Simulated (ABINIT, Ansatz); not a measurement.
# SiW (Pm-3m): from the cell to the phonon bands, part 3 of 4

Aim: the phonon dispersion of SiW (Pm-3m), checked by a second program.

ABINIT 10.8.3; DFT PBEsol, scalar-relativistic, plane waves, PseudoDojo norm-conserving pseudopotentials.

So far. Step 4 (Relaxation): The volume changes by -0.8 % in this run and stands -4.8 % from the first cell. Step 6 (Linear response at Γ): The acoustic modes at Γ come out as far as 2.5 cm⁻¹ from zero, where they should vanish, a small numerical error. The relaxed cell has a = 3.031 Å (conventional setting).

The structure was built from a prototype and need not be the compound's stable phase.

## (8) Interpolated phonon bands

anaddb transforms the dynamical matrices to force constants and back along the path; points of the mesh come back as solved, but for the sum rule and, in polar crystals, the LO-TO term at Γ; the rest is interpolation.

anaddb.abi reads:

```
ddb_filepath "all_DDB"
output_file "anaddb.abo"
outdata_prefix "anaddb"
ifcflag 1
ngqpt 4 4 4
nqshft 1
q1shft 0.0 0.0 0.0
asr 1
chneut 0
dipdip 0
dipquad 0
quadquad 0
enunit 0
eivec 0
nph1l 62
qph1l 
    0.0 0.0 0.0 1.0
    0.0 0.05 0.0 1.0
    0.0 0.1 0.0 1.0
    0.0 0.15 0.0 1.0
    0.0 0.2 0.0 1.0
    0.0 0.25 0.0 1.0
    0.0 0.3 0.0 1.0
    0.0 0.35 0.0 1.0
    0.0 0.4 0.0 1.0
    0.0 0.45 0.0 1.0
    0.0 0.5 0.0 1.0
    0.05 0.5 0.0 1.0
    0.1 0.5 0.0 1.0
    0.15 0.5 0.0 1.0
    0.2 0.5 0.0 1.0
    0.25 0.5 0.0 1.0
    0.3 0.5 0.0 1.0
    0.35 0.5 0.0 1.0
    0.4 0.5 0.0 1.0
    0.45 0.5 0.0 1.0
    0.5 0.5 0.0 1.0
    0.45 0.45 0.0 1.0
    0.4 0.4 0.0 1.0
    0.35 0.35 0.0 1.0
    0.3 0.3 0.0 1.0
    0.25 0.25 0.0 1.0
    0.2 0.2 0.0 1.0
    0.15 0.15 0.0 1.0
    0.1 0.1 0.0 1.0
    0.05 0.05 0.0 1.0
    0.0 0.0 0.0 1.0
    0.05 0.05 0.05 1.0
    0.1 0.1 0.1 1.0
    0.15 0.15 0.15 1.0
    0.2 0.2 0.2 1.0
    0.25 0.25 0.25 1.0
    0.3 0.3 0.3 1.0
    0.35 0.35 0.35 1.0
    0.4 0.4 0.4 1.0
    0.45 0.45 0.45 1.0
    0.5 0.5 0.5 1.0
    0.45 0.5 0.45 1.0
    0.4 0.5 0.4 1.0
    0.35 0.5 0.35 1.0
    0.3 0.5 0.3 1.0
    0.25 0.5 0.25 1.0
    0.2 0.5 0.2 1.0
    0.15 0.5 0.15 1.0
    0.1 0.5 0.1 1.0
    0.05 0.5 0.05 1.0
    0.0 0.5 0.0 1.0
    0.5 0.5 0.5 1.0
    0.5 0.5 0.45 1.0
    0.5 0.5 0.4 1.0
    0.5 0.5 0.35 1.0
    0.5 0.5 0.3 1.0
    0.5 0.5 0.25 1.0
    0.5 0.5 0.2 1.0
    0.5 0.5 0.15 1.0
    0.5 0.5 0.1 1.0
    0.5 0.5 0.05 1.0
    0.5 0.5 0.0 1.0
```

mrgddb.in reads:

```
all_DDB
merged
10
dfpt_gammao_DDB
dfpt_qo_DS1_DDB
dfpt_qo_DS2_DDB
dfpt_qo_DS3_DDB
dfpt_qo_DS4_DDB
dfpt_qo_DS5_DDB
dfpt_qo_DS6_DDB
dfpt_qo_DS7_DDB
dfpt_qo_DS8_DDB
dfpt_qo_DS9_DDB
```

On the command line:

```bash
$ mrgddb < mrgddb.in > mrgddb.log
$ OMP_NUM_THREADS=1 anaddb anaddb.abi > anaddb.log
```

anaddb.abo, the main output file:

```text
[banners, grids, parts of the stress and lines that vanish by symmetry left out]
-outvars_anaddb: echo values of input variables ----------------------

 Flags :
[...]
Phonon wavevector (reduced coordinates) :  0.00000  0.00000  0.00000
 Phonon energies in Hartree :
[...]
Phonon frequencies in cm-1    :
-  0.000000E+00  0.000000E+00  0.000000E+00  2.831790E+02  2.831790E+02
-  2.831790E+02
[...]
Phonon wavevector (reduced coordinates) :  0.00000  0.05000  0.00000
 Phonon energies in Hartree :
[...]
Phonon frequencies in cm-1    :
-  1.115939E+01  1.115939E+01  2.575210E+01  2.817177E+02  2.822902E+02
-  2.822902E+02
[...]
Phonon wavevector (reduced coordinates) :  0.00000  0.10000  0.00000
 Phonon energies in Hartree :
[...]
Phonon frequencies in cm-1    :
-  2.196596E+01  2.196596E+01  5.036539E+01  2.778061E+02  2.798944E+02
-  2.798944E+02
[...]
Phonon wavevector (reduced coordinates) :  0.00000  0.15000  0.00000
 Phonon energies in Hartree :
[...]
Phonon frequencies in cm-1    :
-  3.202807E+01  3.202807E+01  7.274207E+01  2.727503E+02  2.767261E+02
-  2.767261E+02
[...]
Phonon wavevector (reduced coordinates) :  0.00000  0.20000  0.00000
 Phonon energies in Hartree :
[...]
Phonon frequencies in cm-1    :
-  4.095740E+01  4.095740E+01  9.180668E+01  2.683666E+02  2.737577E+02
-  2.737577E+02
[...]
Phonon wavevector (reduced coordinates) :  0.00000  0.25000  0.00000
 Phonon energies in Hartree :
[...]
Phonon frequencies in cm-1    :
-  4.849551E+01  4.849551E+01  1.065093E+02  2.664526E+02  2.718521E+02
-  2.718521E+02
  Phonon wavevector (reduced coordinates) :  0.00000  0.30000  0.00000
 Phonon energies in Hartree :
[...]
Phonon frequencies in cm-1    :
-  5.461151E+01  5.461151E+01  1.161199E+02  2.680435E+02  2.714190E+02
-  2.714190E+02
  Phonon wavevector (reduced coordinates) :  0.00000  0.35000  0.00000
 Phonon energies in Hartree :
[...]
Phonon frequencies in cm-1    :
-  5.943124E+01  5.943124E+01  1.208413E+02  2.722644E+02  2.722644E+02
-  2.727046E+02
  Phonon wavevector (reduced coordinates) :  0.00000  0.40000  0.00000
 Phonon energies in Hartree :
[...]
Phonon frequencies in cm-1    :
-  6.303172E+01  6.303172E+01  1.220459E+02  2.737308E+02  2.737308E+02
-  2.785663E+02
  Phonon wavevector (reduced coordinates) :  0.00000  0.45000  0.00000
 Phonon energies in Hartree :
[...]
Phonon frequencies in cm-1    :
-  6.531851E+01  6.531851E+01  1.216780E+02  2.750231E+02  2.750231E+02
-  2.832807E+02
  Phonon wavevector (reduced coordinates) :  0.00000  0.50000  0.00000
 Phonon energies in Hartree :
[...]
Phonon frequencies in cm-1    :
-  6.611047E+01  6.611047E+01  1.213495E+02  2.755292E+02  2.755292E+02
-  2.850673E+02
  Phonon wavevector (reduced coordinates) :  0.05000  0.50000  0.00000
 Phonon energies in Hartree :
[...]
Phonon frequencies in cm-1    :
-  6.571259E+01  6.865012E+01  1.199422E+02  2.743910E+02  2.752831E+02
-  2.842158E+02
  Phonon wavevector (reduced coordinates) :  0.10000  0.50000  0.00000
 Phonon energies in Hartree :
[...]
Phonon frequencies in cm-1    :
-  6.431028E+01  7.545504E+01  1.157281E+02  2.710217E+02  2.745093E+02
-  2.818062E+02
  Phonon wavevector (reduced coordinates) :  0.15000  0.50000  0.00000
 Phonon energies in Hartree :
[...]
Phonon frequencies in cm-1    :
-  6.135877E+01  8.475531E+01  1.087129E+02  2.655701E+02  2.731356E+02
-  2.782363E+02
[...]
Phonon wavevector (reduced coordinates) :  0.40000  0.50000  0.40000
 Phonon energies in Hartree :
[...]
Phonon frequencies in cm-1    :
-  8.376641E+00  5.151454E+01  6.160609E+01  3.147778E+02  3.197135E+02
-  3.216310E+02
  Phonon wavevector (reduced coordinates) :  0.35000  0.50000  0.35000
 Phonon energies in Hartree :
[...]
Phonon frequencies in cm-1    :
- -3.595122E+01  5.318600E+01  6.988767E+01  2.972192E+02  3.071888E+02
-  3.101405E+02
  Phonon wavevector (reduced coordinates) :  0.30000  0.50000  0.30000
 Phonon energies in Hartree :
[...]
Phonon frequencies in cm-1    :
- -4.578756E+01  5.033766E+01  7.107201E+01  2.782881E+02  2.936066E+02
-  2.961083E+02
  Phonon wavevector (reduced coordinates) :  0.25000  0.50000  0.25000
 Phonon energies in Hartree :
[...]
Phonon frequencies in cm-1    :
- -4.260942E+01  5.390830E+01  7.168246E+01  2.636313E+02  2.827872E+02
-  2.837829E+02
  Phonon wavevector (reduced coordinates) :  0.20000  0.50000  0.20000
 Phonon energies in Hartree :
[...]
Phonon frequencies in cm-1    :
- -2.171260E+01  7.149270E+01  7.855751E+01  2.571506E+02  2.766502E+02
-  2.767367E+02
  Phonon wavevector (reduced coordinates) :  0.15000  0.50000  0.15000
 Phonon energies in Hartree :
[...]
Phonon frequencies in cm-1    :
-  3.706459E+01  8.512005E+01  9.303626E+01  2.591812E+02  2.746427E+02
-  2.760102E+02
[...]
Phonon wavevector (reduced coordinates) :  0.50000  0.50000  0.05000
 Phonon energies in Hartree :
[...]
Phonon frequencies in cm-1    :
- -3.234652E+01 -3.234652E+01  1.255082E+02  2.217502E+02  2.609389E+02
-  2.609389E+02
  Phonon wavevector (reduced coordinates) :  0.50000  0.50000  0.00000
 Phonon energies in Hartree :
[...]
Phonon frequencies in cm-1    :
- -3.738091E+01 -3.738091E+01  1.286155E+02  2.174442E+02  2.587002E+02
-  2.587002E+02
-
```

Run time: 0.52 s. Hardware: 1 thread of Arm Neoverse V1, shared host.

Read from the output:

```
lowest frequency on the path : -45.79 cm⁻¹
```

Anaddb. The phonon branches at the labelled points (cm⁻¹):

```tsv
point	branch 1	branch 2	branch 3	branch 4	branch 5	branch 6
Γ	0	0	0	283	283	283
halfway	48	48	106	266	272	272
X	66	66	121	276	276	285
halfway	48	86	104	250	269	270
M	-37	-37	129	217	259	259
halfway	-37	88	105	258	259	290
Γ	0	0	0	283	283	283
halfway	48	48	97	271	271	276
R	42	42	42	331	331	331
halfway	-43	54	72	264	283	284
X	66	66	121	276	276	285
jump to R	42	42	42	331	331	331
halfway	54	54	68	287	299	299
M	-37	-37	129	217	259	259
```

The phonon branches as a text plot (rows in cm⁻¹):

```
    323 |                                   ******        **
    307 |                                   *    **        ***
    291 |       **         ****            *      ***    *   *
    276 |***********     **    ************        *******    *
    260 |   *     **************     ***            ****       **
    244 |           *     ***                                 *
    229 |            ** **                                     **
    213 |              *
    197 |
    182 |
    166 |
    150 |
    135 |              *
    119 |    *****  *** ***                             **     **
    103 |   *     **       *****     ****              *      *
     88 |         **      *  *      *                 **
     72 |  *   ***  *         * *        ****     ****  **   *
     56 | * ***   ** *   *     *   *   *     *  *****  **  ***
     40 |           *           **   ** *    ****     *   **  *
     25 |***          *             *    ****
      9 |*           *  *        *               *
     -7 |                        ***                           *
    -22 |             *         *                    *
    -38 |              *********                  ***           *
         Γ      X      M          Γ            R        X|R     M
```

The path dips to 46i cm⁻¹.

## (9) Density of states

Sums over the zone need many more wavevectors than were solved, so the interpolation is sampled on a dense mesh.

anaddb.abi reads:

```
ddb_filepath "all_DDB"
output_file "anaddb.abo"
outdata_prefix "anaddb"
ifcflag 1
ngqpt 4 4 4
nqshft 1
q1shft 0.0 0.0 0.0
asr 1
chneut 0
dipdip 0
dipquad 0
quadquad 0
prtdos 2
ng2qpt 15 15 15
dosdeltae 4.5563e-06
ntemper 11
temperinc 100.0
tempermin 0.0
```

On the command line:

```bash
$ OMP_NUM_THREADS=1 anaddb anaddb.abi > anaddb.log
```

anaddb.abo, the main output file:

```text
[banners, grids, parts of the stress and lines that vanish by symmetry left out]
-outvars_anaddb: echo values of input variables ----------------------

 Flags :
     ifcflag         1
 Miscellaneous information :
         asr         1
      chneut         0
 Interatomic Force Constants Inputs :
      dipdip         0
     dipquad         0
    quadquad         0
      ifcana         0
      ifcout         0
 Description of grid 1 :
        brav         1
       ngqpt         4         4         4
      nqshft         1
      q1shft
                     0.00000000E+00  0.00000000E+00  0.00000000E+00
 Phonon DOS information :
   dosdeltae  4.55630000E-06
    dossmear  4.55633525E-06
 Description of grid 2 (Fourier interp. or BZ sampling):
      ng2qpt        15        15        15
      ngrids         4
      q2shft         0.00000000E+00  0.00000000E+00  0.00000000E+00

================================================================================

 read the DDB information and perform some checks

  ==== Info on the Cryst% object ====
 Real(R)+Recip(G) space primitive vectors, cartesian coordinates (Bohr,Bohr^-1):
 R(1)=  5.7277228  0.0000000  0.0000000  G(1)=  0.1745895  0.0000000  0.0000000
 R(2)=  0.0000000  5.7277228  0.0000000  G(2)=  0.0000000  0.1745895  0.0000000
 R(3)=  0.0000000  0.0000000  5.7277228  G(3)=  0.0000000  0.0000000  0.1745895
 Unit cell volume ucvol=  1.8790830E+02 bohr^3
 Angles (23,13,12)=  9.00000000E+01  9.00000000E+01  9.00000000E+01 degrees
 Time-reversal symmetry is present
 Reduced atomic positions [iatom, xred, symbol]:
    1)    0.0000000  0.0000000  0.0000000  Si
    2)    0.5000000  0.5000000  0.5000000   W

 DDB file with 10 blocks has been read.

================================================================================

 Calculation of the interatomic forces

       Homogeneous q point set in the B.Z.
 Grid q points  :       64
  1)   0.00000000E+00  0.00000000E+00  0.00000000E+00
  2)   2.50000000E-01  0.00000000E+00  0.00000000E+00
  3)   5.00000000E-01  0.00000000E+00  0.00000000E+00
  4)  -2.50000000E-01  0.00000000E+00  0.00000000E+00
  5)   0.00000000E+00  2.50000000E-01  0.00000000E+00
  6)   2.50000000E-01  2.50000000E-01  0.00000000E+00
  7)   5.00000000E-01  2.50000000E-01  0.00000000E+00
  8)  -2.50000000E-01  2.50000000E-01  0.00000000E+00
  9)   0.00000000E+00  5.00000000E-01  0.00000000E+00
 10)   2.50000000E-01  5.00000000E-01  0.00000000E+00
 11)   5.00000000E-01  5.00000000E-01  0.00000000E+00
 12)  -2.50000000E-01  5.00000000E-01  0.00000000E+00
 13)   0.00000000E+00 -2.50000000E-01  0.00000000E+00
 14)   2.50000000E-01 -2.50000000E-01  0.00000000E+00
[...]
58)   2.50000000E-01  5.00000000E-01 -2.50000000E-01
 59)   5.00000000E-01  5.00000000E-01 -2.50000000E-01
 60)  -2.50000000E-01  5.00000000E-01 -2.50000000E-01
 61)   0.00000000E+00 -2.50000000E-01 -2.50000000E-01
 62)   2.50000000E-01 -2.50000000E-01 -2.50000000E-01
 63)   5.00000000E-01 -2.50000000E-01 -2.50000000E-01
 64)  -2.50000000E-01 -2.50000000E-01 -2.50000000E-01

 The interatomic forces have been obtained

================================================================================

 Calculation of phonon density of states

 Average speed of sound partial sums:     0.9668685602E-03 (at units)
-                                   =           2.1152 [km/s]

 Debye frequency from partial sums:     0.6579644683E-03 (Ha)
-                                 =     0.4329198233E+01 (THz)
-Debye temperature from partial sums:     0.2077687463E+03 (K)

 Average speed of sound:     0.2987492924E-04 (at units)
-                      =           0.0654 [km/s]

 Debye frequency from DOS:     0.2033021109E-04 (Ha)
-                        =     0.1337663630E+00 (THz)
-Debye temperature from DOS:     0.6419772913E+01 (K)

-
```

The job ended after 0.65 s (1 thread).

Read from the output:

| Item | Value |
| --- | --- |
| share of modes beyond 3i cm⁻¹ on the dense interpolated mesh | 0.0481 |

The phonon density of states has structure finer than the step of the table below, so its rows give means over 10 cm⁻¹, whole bins alone (the curve runs from -72.6 to 359 cm⁻¹). Peaks (cm⁻¹: height): 49.4: 0.0368, 105.4: 0.0543, 261.4: 0.0989, 281.4: 0.112.

Tetrahedra. Table of phonon density of states by wavenumber; means over each step:

wavenumber (cm⁻¹), phonon density of states (1/cm⁻¹/cell) and a bar:
```
      -50      0.000 
      -40      0.002 #
      -30      0.008 ###
      -20      0.008 ###
      -10      0.009 ###
        0      0.010 ####
       10      0.011 ####
       20      0.013 #####
       30      0.015 #####
       40      0.026 #########
       50      0.032 ############
       60      0.026 ##########
       70      0.028 ##########
       80      0.027 ##########
       90      0.020 #######
      100      0.027 ##########
      110      0.031 ###########
      120      0.008 ###
      130      0.000 
      140      0.000 
      150      0.000 
      160      0.000 
      170      0.000 
      180      0.000 
      190      0.000 
      200      0.000 
      210      0.000 
      220      0.001 
      230      0.003 #
      240      0.006 ##
      250      0.013 #####
      260      0.067 #########################
      270      0.081 ##############################
      280      0.081 ##############################
      290      0.026 ##########
      300      0.010 ####
      310      0.007 ###
      320      0.004 ##
      330      0.001 
      340      0.000
```

[end of part 3 of 4]

[Host names and launcher messages were left out of these logs when they were recorded.]

[Logs are printed without paths, hosts, clocks, repeated set-up lines and the standing remarks that a program may print on its own settings, such as how far it seeks lower states.]

[Hosts, paths, dates, database ids (printed as entryN), source tags and the programs' standing remarks are cut or masked in the printed files.]
